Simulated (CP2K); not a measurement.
Consider 2-fluoropyridine at its PBE geometry (Å).

```xyz
11

F     2.6175   -0.9023   -0.0716
C     1.3015   -0.5462   -0.0412
C     0.9979    0.8155    0.0247
C    -0.3537    1.1498    0.0579
C    -1.3101    0.1281    0.0243
C    -0.8687   -1.1925   -0.0448
N     0.4365   -1.5396   -0.0787
H     1.7907    1.5605    0.0471
H    -0.6563    2.1956    0.1087
H    -2.3753    0.3513    0.0500
H    -1.5800   -2.0201   -0.0764
```

Method: CP2K XAS_TDP, all-electron GAPW, PBEh(45%), aug-cc-pVDZ, TDA, no relativity.

Where do the C K-edge lines lie, and how strong are they?

Leading lines: C2 283.90 eV, C3 281.52 eV, C4 281.22 eV, C5 281.63 eV and C6 281.72 eV. The leading line of an atom is its first one with 35 % of the strongest within 2.5 eV of its lowest line over the strength cut. 

The first six lines of each atom with a strength over 0.0015:

```
                     atom  energy (eV)  states  strength, one atom
C2 (bonded to C, F and N)       283.90       1              0.0645
                                287.48       1              0.0459
                                288.98       1              0.0041
                                289.76       1              0.0066
                                289.85       1              0.0019
                                290.24       1              0.0052
 C3 (bonded to 2 C and H)       281.52       1              0.0461
                                283.26       1              0.0022
                                284.70       1              0.0112
                                285.74       1              0.0044
                                286.29       1              0.0028
                                286.39       1              0.0046
 C4 (bonded to 2 C and H)       281.22       1              0.0559
                                284.83       1              0.0124
                                286.21       1              0.0028
                                286.65       1              0.0039
                                287.43       1              0.0026
                                287.74       1              0.0033
 C5 (bonded to 2 C and H)       281.63       1              0.0510
                                284.40       1              0.0116
                                285.78       1              0.0022
                                286.15       1              0.0038
                                286.87       1              0.0019
                                287.29       1              0.0044
C6 (bonded to C, N and H)       281.72       1              0.0569
                                285.53       1              0.0116
                                286.47       1              0.0033
                                287.18       1              0.0036
                                287.79       1              0.0027
                                288.34       1              0.0078
```

Lines are vertical, at one geometry, with no vibrational structure. Without a correction of the core level, line positions, and the gaps between valence and Rydberg lines, follow the share of exact exchange. At this level such K lines come out 3 to 6 eV under measured ones. These values hold no scalar relativity, about 0.1 eV for C 1s. Rydberg lines, and the discretised continuum above threshold, depend on the basis and the box.

[Banner, clock and machine lines of the logs are left out without a mark of their own.]

[Logs are printed without paths, hosts, clocks, repeated set-up lines and the standing remarks that a program may print on its own settings, such as how far it seeks lower states.]

[Hosts, paths, dates, database ids (printed as entryN), source tags and the programs' standing remarks are cut or masked in the printed files.]
